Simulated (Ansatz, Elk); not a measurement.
## How far do independent atoms describe Mg4CdW?

Structure refinements treat a crystal as free atoms side by side. For a made-up structure of Mg4CdW (cell and positions from a PBE relaxation) the runs below show what the calculated density changes in F(hkl).

Main program and level: Elk 11.2.3 (patched build); DFT, PBE, all-electron APW+lo, Dirac cores, scalar-relativistic bands, static density, no spin.

The structure was built from a prototype and need not be the compound's stable phase.

## Step 1: The structure

The structure is cubic, space group F-43m (No. 216). Conventional cell: a = 7.814 Å, b = 7.814 Å, c = 7.814 Å, α = 90.00°, β = 90.00°, γ = 90.00°. Nearest to W lie 12 Mg at 3.24 Å and 4 Cd at 3.38 Å. Cd has 12 Mg at 3.24 Å and 4 W at 3.38 Å nearest. Nearest to Mg lie 6 Mg at 2.74 to 2.79 Å and 3 W at 3.24 Å and 3 Cd at 3.24 Å. Farther neighbours are not listed.

## Step 2: Ground state and structure factors

An all-electron density is needed, since X-rays see the cores too. Task 0 finds the density and task 195 Fourier-transforms it; tshift is off so that phases refer to the origin typed.

elk.in

```
tasks
  0
  195

xctype
  20

spinpol
  .false.

rgkmax
  7.0

gmaxvr
  14.0

lmaxo
  7

lmaxapw
  8

swidth
  0.002

tshift
  .false.

ramdisk
  .false.

hmaxvr
  5.5

maxscl
  120

epspot
  1e-06

sppath
  './'

avec
  -0.00000000000 7.38332559779 7.38332559779
  7.38332559779 -0.00000000000 7.38332559779
  7.38332559779 7.38332559779 0.00000000000

atoms
  3
  'W.in'
  1
  -0.0000000000 -0.0000000000 0.0000000000   0.000000 0.000000 0.000000
  'Cd.in'
  1
  0.2500000000 0.2500000000 0.2500000000   0.000000 0.000000 0.000000
  'Mg.in'
  4
  0.6262319021 0.6262319021 0.1213042936   0.000000 0.000000 0.000000
  0.6262319021 0.1213042936 0.6262319021   0.000000 0.000000 0.000000
  0.6262319021 0.6262319021 0.6262319021   0.000000 0.000000 0.000000
  0.1213042936 0.6262319021 0.6262319021   0.000000 0.000000 0.000000

ngridk
  5 5 5
```

Run with:

```console
> OMP_NUM_THREADS=4 elk
```

Numbers of over 12 decimals in the logs are rounded to 6 here.

What it wrote:

```text
┌─────────────────────────┐
│ Elk code version 11.2.3 │
└─────────────────────────┘

All units are atomic (Hartree, Bohr, etc.)

┌─────────────────────────────────────────────────┐
│ Ground-state run starting from atomic densities │
└─────────────────────────────────────────────────┘

Lattice vectors :
  -0.000000000       7.383325598       7.383325598
   7.383325598      -0.000000000       7.383325598
   7.383325598       7.383325598       0.000000000

Reciprocal lattice vectors :
 -0.4254983221      0.4254983221      0.4254983221
  0.4254983221     -0.4254983221      0.4254983221
  0.4254983221      0.4254983221     -0.4254983221

Unit cell volume      :    804.9817939
Brillouin zone volume :   0.3081438802

Muffin-tin inner radius fraction :   0.1000000000E-01

Nuclei treated as point charges

Species : 1 (W)
 parameters loaded from : W.in
 name : tungsten
 nuclear charge    :   -74.00000000
 electronic charge :    74.00000000
 atomic mass :    335119.8193
 muffin-tin radius :    2.800000000
 number of radial points in muffin-tin :   1393
 inner part over the whole radius :   0.9904299836E-02
 number on inner part of muffin-tin    :    999
 approximate nuclear radius :   0.1010025921E-03
 number of mesh points to nuclear radius :    520
 atomic positions (lattice), magnetic fields (Cartesian) :
  1 :   0.00000000  0.00000000  0.00000000    0.00000000  0.00000000  0.00000000

Species : 2 (Cd)
 parameters loaded from : Cd.in
 name : cadmium
 nuclear charge    :   -48.00000000
 electronic charge :    48.00000000
 atomic mass :    204912.7176
 muffin-tin radius :    2.600000000
 number of radial points in muffin-tin :   1193
 inner part over the whole radius :   0.9972693929E-02
 number on inner part of muffin-tin    :    850
 approximate nuclear radius :   0.8708852602E-04
 number of mesh points to nuclear radius :    426
 atomic positions (lattice), magnetic fields (Cartesian) :
  1 :   0.25000000  0.25000000  0.25000000    0.00000000  0.00000000  0.00000000

Species : 3 (Mg)
 parameters loaded from : Mg.in
 name : magnesium
 nuclear charge    :   -12.00000000
 electronic charge :    12.00000000
 atomic mass :    44305.30466
 muffin-tin radius :    2.200000000
 number of radial points in muffin-tin :    793
 inner part over the whole radius :   0.9941530515E-02
 number on inner part of muffin-tin    :    552
 approximate nuclear radius :   0.5710277704E-04
 number of mesh points to nuclear radius :    241
 atomic positions (lattice), magnetic fields (Cartesian) :
  1 :   0.62623190  0.62623190  0.12130429    0.00000000  0.00000000  0.00000000
  2 :   0.62623190  0.12130429  0.62623190    0.00000000  0.00000000  0.00000000
  3 :   0.62623190  0.62623190  0.62623190    0.00000000  0.00000000  0.00000000
  4 :   0.12130429  0.62623190  0.62623190    0.00000000  0.00000000  0.00000000

Total number of atoms per unit cell :    6
Total muffin-tin volume :    343.9834516
 ratio of muffin-tin to unit cell volume :   0.4273182999

Spin treatment :
 spin-unpolarised

Number of Bravais lattice symmetries :   48
Number of crystal symmetries         :   24
Crystal has no inversion symmetry
Complex Hermitian eigensolver will be used

k-point grid :      5     5     5
k-point offset :    0.000000000       0.000000000       0.000000000
k-point set is reduced with full crystal symmetry group
Total number of k-points :       14

Muffin-tin radius times maximum |G+k| :    7.000000000
 using average radius
Maximum |G+k| for APW functions       :    2.957746479
Maximum (1/2)|G+k|²                   :    4.374132117
Maximum |G| for potential and density :    14.00000000
Constant for pseudocharge density :   10
 order of it for each species :   17  17  17
 order of it for pair densities of each species (exact exchange by exxq0 0: 18) :   14  12   8
Radial integration step length :    1

G-vector grid sizes :     48    48    48
Number of G-vectors :    37309

Maximum angular momentum used for
 APW functions            :    8
 outer part of muffin-tin :    7
[...]
exchange                    :     -536.69841663543
 correlation                 :     -8.872570
 electron entropic           :    -0.20272751173237E-02
 total energy                :     -22565.227129973

Density of states at Fermi energy :    147.2014129
 (states/Hartree/unit cell)

Estimated indirect band gap :   0.3731706339E-02
 from k-point 5 to k-point 6
Estimated direct band gap   :   0.7669172726E-02
 at k-point 7

Charges :
 core                        :    84.00000000
 valence                     :    86.00000000
 interstitial                :    8.996017145
 muffin-tins (core leakage)
  species : 1 (W)
[...]
species : 2 (Cd)
[...]
species : 3 (Mg)
[...]
total in muffin-tins        :    161.0039829
 total calculated charge     :    169.9997118
 total charge                :    170.0000000
 error                       :   0.2882444563E-03

RMS change in Kohn-Sham potential (target) :   0.5724614831     (  0.1000000000E-05)
Absolute change in total energy (target)   :    1.273620285     (  0.1000000000E-03)

[... loops 3 to 14 left out ...]

┌──────────────────┐
│ Loop number : 15 │
└──────────────────┘

Energies :
 Fermi                       :     0.194458
 sum of occupied eigenvalues :     -13692.502300939
 electron kinetic            :      24883.448634459
 core electron kinetic       :      23795.959051065
 Coulomb                     :     -46900.866505820
 Coulomb potential           :     -37863.470428262
 nuclear-nuclear             :     -1854.6321685027
 electron-nuclear            :     -52262.302058118
 Hartree                     :      7216.0677208014
 Madelung                    :     -27969.131291688
 xc potential                :     -712.48050713616
 exchange                    :     -537.04509424912
 correlation                 :     -8.877128
 electron entropic           :    -0.21627392012585E-02
 total energy                :     -22563.342256364

Density of states at Fermi energy :    152.1309161
 (states/Hartree/unit cell)

Estimated indirect band gap :   0.3826792144E-02
 from k-point 10 to k-point 2
Estimated direct band gap   :   0.6705214307E-02
 at k-point 7

Charges :
 core                        :    84.00000000
 valence                     :    86.00000000
 interstitial                :    8.743756282
 muffin-tins (core leakage)
  species : 1 (W)
[...]
species : 2 (Cd)
[...]
species : 3 (Mg)
[...]
total in muffin-tins        :    161.2562437
 total calculated charge     :    169.9997237
 total charge                :    170.0000000
 error                       :   0.2763478701E-03

RMS change in Kohn-Sham potential (target) :   0.1876947774E-06 (  0.1000000000E-05)
Absolute change in total energy (target)   :   0.5080077244E-05 (  0.1000000000E-03)

Convergence targets achieved

┌──────────────────┐
│ Loop number : 16 │
└──────────────────┘

Energies :
 Fermi                       :     0.194458
 sum of occupied eigenvalues :     -13692.502296739
 electron kinetic            :      24883.448639395
 core electron kinetic       :      23795.959053985
 Coulomb                     :     -46900.866508702
 Coulomb potential           :     -37863.470433046
 nuclear-nuclear             :     -1854.6321685027
 electron-nuclear            :     -52262.302059201
 Hartree                     :      7216.0677190020
 Madelung                    :     -27969.131292179
 xc potential                :     -712.48050308797
 exchange                    :     -537.04509421956
 correlation                 :     -8.877128
 electron entropic           :    -0.21627392705290E-02
 total energy                :     -22563.342254279

Density of states at Fermi energy :    152.1309313
 (states/Hartree/unit cell)

Estimated indirect band gap :   0.3826800477E-02
 from k-point 10 to k-point 5
Estimated direct band gap   :   0.6705210313E-02
 at k-point 7

Charges :
 core                        :    84.00000000
 valence                     :    86.00000000
 interstitial                :    8.743756453
 muffin-tins (core leakage)
  species : 1 (W)
[...]
species : 2 (Cd)
[...]
species : 3 (Mg)
[...]
atom 2                    :    10.57469979     ( -0.9828258563E-07)
   atom 3                    :    10.57469979     ( -0.9828258563E-07)
   atom 4                    :    10.57469979     ( -0.9828258563E-07)
 total in muffin-tins        :    161.2562435
 total calculated charge     :    169.9997237
 total charge                :    170.0000000
 error                       :   0.2763478805E-03

┌──────────────────────────────┐
│ Self-consistent loop stopped │
└──────────────────────────────┘

Warning : core states of species 2 leak from the muffin-tin :   0.2385319333E-03

Wrote STATE.OUT
```

It took 20 s on 4 threads of AMD EPYC 9B45 (Zen 5), shared host; peak memory 0.26 GiB; 52 s of CPU time.

SFACRHO.OUT:

```text

h k l indices transformed by vhmat matrix:
   1.000000000       0.000000000       0.000000000    
   0.000000000       1.000000000       0.000000000    
   0.000000000       0.000000000       1.000000000    

      h      k      l  multipl.   |H|            Re(F)            Im(F)           |F|

      0      0      0      1   0.0000000       170.00000      0.36456753E-16   170.00000    
      0      1      0      4  0.73698471       54.915313       29.196318       62.194185    
      0     -1      0      4  0.73698471       54.915313      -29.196318       62.194185    
      1      0      1      6  0.85099664       24.051760      0.17776716E-09   24.051760    
     -2     -1     -1     12   1.2034910       103.70751      0.72451767E-10   103.70751    
      1      0      2     12   1.4112183       73.458245      -50.028829       88.876304    
     -2     -1      0     12   1.4112183       73.458245       50.028829       88.876304    
      0     -2      0      4   1.4739694       23.227798      -33.356749       40.647303    
      0      0      2      4   1.4739694       23.227798       33.356749       40.647303    
      0     -2     -2      6   1.7019933       62.184804     -0.20049864E-07   62.184804    
      2     -1      0     12   1.8547042       45.566445       23.835762       51.424162    
      0      1     -2     12   1.8547042       45.566445      -23.835762       51.424162    
     -2     -1      1     24   1.9028863       22.945789      0.15247798E-09   22.945789    
      1      1     -2     12   2.0845076       87.115241      0.91557433       87.120052    
      3      0      1     12   2.0845076       87.115241     -0.91557433       87.120052    
      3      0      0      4   2.2109541       63.967619      -40.867279       75.907778    
     -3     -2      0     12   2.2109541       62.786546      -42.068075       75.576936    
     -3     -3     -1     12   2.2109541       62.786546       42.068075       75.576936
```

Elk indexes on the primitive cell of elk.in and gives |H| = 4π sin θ/λ in inverse bohr. Below, one row stands for each form hkl of the conventional cell (m members, Friedel mates merged), F is for one primitive cell and the density is static (no thermal factor). Free-atom factors are Waasmaier and Kirfel's, and R is Σm||F|−|F'||/Σm|F|.

```
hkl   m  sin θ/λ (Å⁻¹)  abs F, DFT  neutral atoms   diff.  abs of complex diff.
111   8          0.111      62.194         62.256  -0.062                 0.182
200   6          0.128      24.052         23.950  +0.102                 0.102
220  12          0.181     103.707        103.940  -0.233                 0.233
311  24          0.212      88.876         89.289  -0.413                 0.415
222   8          0.222      40.647         41.026  -0.379                 0.415
400   6          0.256      62.185         62.248  -0.063                 0.063
331  24          0.279      51.424         51.557  -0.133                 0.134
420  24          0.286      22.946         22.989  -0.044                 0.044
422  24          0.314      87.120         87.224  -0.104                 0.105
333   8          0.333      75.908         75.993  -0.085                 0.114
511  24          0.333      75.577         75.622  -0.045                 0.052
440  12          0.362     108.302        108.342  -0.040                 0.040
531  48          0.379      46.157         46.183  -0.026                 0.053
442  24          0.384      20.513         20.603  -0.090                 0.090
600   6          0.384      22.150         22.186  -0.036                 0.036
620  24          0.405      77.200         77.170  +0.030                 0.030
533  24          0.420      66.984         67.000  -0.016                 0.065
622  24          0.424      31.042         31.096  -0.054                 0.061
444   8          0.443      50.771         50.752  +0.019                 0.027
551  24          0.457      42.669         42.661  +0.008                 0.069
711  24          0.457      42.271         42.235  +0.036                 0.055
640  24          0.461      18.529         18.598  -0.069                 0.069
```

## Step 3: The highest occupied states alone

An energy window below the Fermi level keeps the highest occupied states, to see at which angles they scatter; shallow core shells can lie inside it and anion s states outside. No new self-consistency is needed.

elk.in, as its differences from that of step 2:

```diff
@@ -1,3 +1,2 @@
 tasks
-  0
   195
@@ -40,2 +39,5 @@
 
+wsfac
+  -0.173030 0.494460
+
 sppath
```

Run with:

```console
> OMP_NUM_THREADS=4 elk
```

What it wrote:

```text
┌─────────────────────────────────┐
│ Elk code version 11.2.3 started │
└─────────────────────────────────┘

Info(readinput): the functional depends on the density's gradient
 muffin-tin radial points multiplied by    2.00000
 (not where nrmtscf is given)

┌────────────────────┐
│ Current task : 195 │
└────────────────────┘

Info(sfacrho): density structure factors written to SFACRHO.OUT

 Energy window :  -0.1730300000      0.4944600000

┌──────────────────┐
│ Elk code stopped │
└──────────────────┘
```

The job ended after 7.2 s (4 threads; peak memory 0.16 GiB).

States within 10 eV below the Fermi level hold 26.00 electrons; any levels below the window count with the cores. Their amplitudes can exceed the total, where window and core parts have opposite phase:

```
hkl  sin θ/λ (Å⁻¹)  abs F, window  abs F, all
111          0.111          8.328      62.194
200          0.128          5.694      24.052
220          0.181          7.566     103.707
311          0.212          5.203      88.876
222          0.222          4.401      40.647
400          0.256          4.549      62.185
331          0.279          3.395      51.424
420          0.286          3.006      22.946
422          0.314          2.688      87.120
333          0.333          2.257      75.908
```

## Step 4: Another functional

The difference from free atoms is small, so it is set against the change that LDA (Perdew-Wang) makes.

elk.in, as its differences from that of step 3:

```diff
@@ -1,2 +1,3 @@
 tasks
+  0
   195
@@ -4,3 +5,3 @@
 xctype
-  20
+  3
 
@@ -39,5 +40,2 @@
 
-wsfac
-  -0.173030 0.494460
-
 sppath
```

Run with:

```console
> OMP_NUM_THREADS=4 elk
```

What it wrote:

```text
┌─────────────────────────┐
│ Elk code version 11.2.3 │
└─────────────────────────┘

All units are atomic (Hartree, Bohr, etc.)

┌─────────────────────────────────────────────────┐
│ Ground-state run starting from atomic densities │
└─────────────────────────────────────────────────┘

Lattice vectors :
  -0.000000000       7.383325598       7.383325598
   7.383325598      -0.000000000       7.383325598
   7.383325598       7.383325598       0.000000000

Reciprocal lattice vectors :
 -0.4254983221      0.4254983221      0.4254983221
[...]
species : 1 (W)
[...]
species : 2 (Cd)
[...]
species : 3 (Mg)
[...]
atom 3                    :    10.58446280     ( -0.1573064651E-05)
   atom 4                    :    10.58446280     ( -0.1573064651E-05)
 total in muffin-tins        :    161.3530637
 total calculated charge     :    169.9997341
 total charge                :    170.0000000
 error                       :   0.2658945619E-03

┌──────────────────────────────┐
│ Self-consistent loop stopped │
└──────────────────────────────┘

Warning : core states of species 2 leak from the muffin-tin :   0.2397438608E-03

Wrote STATE.OUT
[key lines of the parts left out:]
total energy                :     -22545.650674775
```

Wall time 13 s (4 threads); peak memory 0.2 GiB; 33 s of CPU time.

Against the first run R = 0.03 %; the largest change is -0.085 at 440.

## Step 5: A coarser k-mesh

About half the k-points along each axis test the sampling.

elk.in, as its differences from that of step 4:

```diff
@@ -5,3 +5,3 @@
 xctype
-  3
+  20
 
@@ -64,2 +64,2 @@
 ngridk
-  5 5 5
+  2 2 2
```

Run with:

```console
> OMP_NUM_THREADS=4 elk
```

What it wrote:

```text
┌─────────────────────────┐
│ Elk code version 11.2.3 │
└─────────────────────────┘

All units are atomic (Hartree, Bohr, etc.)

┌─────────────────────────────────────────────────┐
│ Ground-state run starting from atomic densities │
└─────────────────────────────────────────────────┘

Lattice vectors :
  -0.000000000       7.383325598       7.383325598
   7.383325598      -0.000000000       7.383325598
   7.383325598       7.383325598       0.000000000

Reciprocal lattice vectors :
 -0.4254983221      0.4254983221      0.4254983221
[...]
species : 1 (W)
[...]
species : 2 (Cd)
[...]
species : 3 (Mg)
[...]
atom 3                    :    10.57525813     ( -0.9828258651E-07)
   atom 4                    :    10.57525813     ( -0.9828258651E-07)
 total in muffin-tins        :    161.2719574
 total calculated charge     :    169.9997320
 total charge                :    170.0000000
 error                       :   0.2679501555E-03

┌──────────────────────────────┐
│ Self-consistent loop stopped │
└──────────────────────────────┘

Warning : core states of species 2 leak from the muffin-tin :   0.2389345390E-03

Wrote STATE.OUT
[key lines of the parts left out:]
total energy                :     -22563.342971258
```

Run time: 13 s. Hardware: 4 threads; peak memory 0.31 GiB.

Against the first run R = 0.01 %; the largest change is +0.041 at 220.

## Step 6: Settings against the effect

```
              run  R against the first run (%)  R against neutral atoms, low angle (%)  wall time
    PBE, rgkmax 7                         0.00                                    0.33       20 s
LDA (Perdew-Wang)                         0.03                                    0.32       13 s
     k-mesh 2×2×2                         0.01                                    0.33       13 s
```

## Step 7: What came out

```
R against neutral atoms, sin θ/λ < 0.3 Å⁻¹ : 0.33 %
R against neutral atoms, 0.3 to 0.82 Å⁻¹   : 0.15 %
```

In words: Independent neutral atoms miss the calculated amplitudes by R = 0.33 % below 0.3 Å⁻¹ and 0.15 % from there to 0.82 Å⁻¹; by shells, 0.17 % below 0.15 Å⁻¹ (2 forms), 0.35 % 0.15 to 0.3 (6 forms), 0.08 % 0.3 to 0.45 (11 forms), 0.17 % above 0.45 (64 forms). Bonding, aspherical density and the tables' own atoms all enter these figures, and the runs don't part them. The largest change of an amplitude is -0.41 electrons, at 311. R counts amplitudes alone; phases shift too. The window's part falls from 26.0 electrons at the origin to at most 0.59 between 0.45 and 0.82 Å⁻¹. Below 0.3 Å⁻¹ the changes that finished (LDA (Perdew-Wang) and k-mesh 2×2×2) move F by R = 0.03 % at most, against the 0.33 % that separates it from free atoms. The basis has no finished test. These runs have no spin, though d or f shells may be open. Spin-orbit coupling is left out, which can matter for elements this heavy. Part of the difference isn't bonding: the tables are fits to free atoms and ions calculated by other methods than this functional. Thermal motion, anomalous dispersion and extinction are left out.

[Logs are printed without paths, hosts, clocks, repeated set-up lines and the standing remarks that a program may print on its own settings, such as how far it seeks lower states.]

[Hosts, paths, dates, database ids (printed as entryN), source tags and the programs' standing remarks are cut or masked in the printed files.]
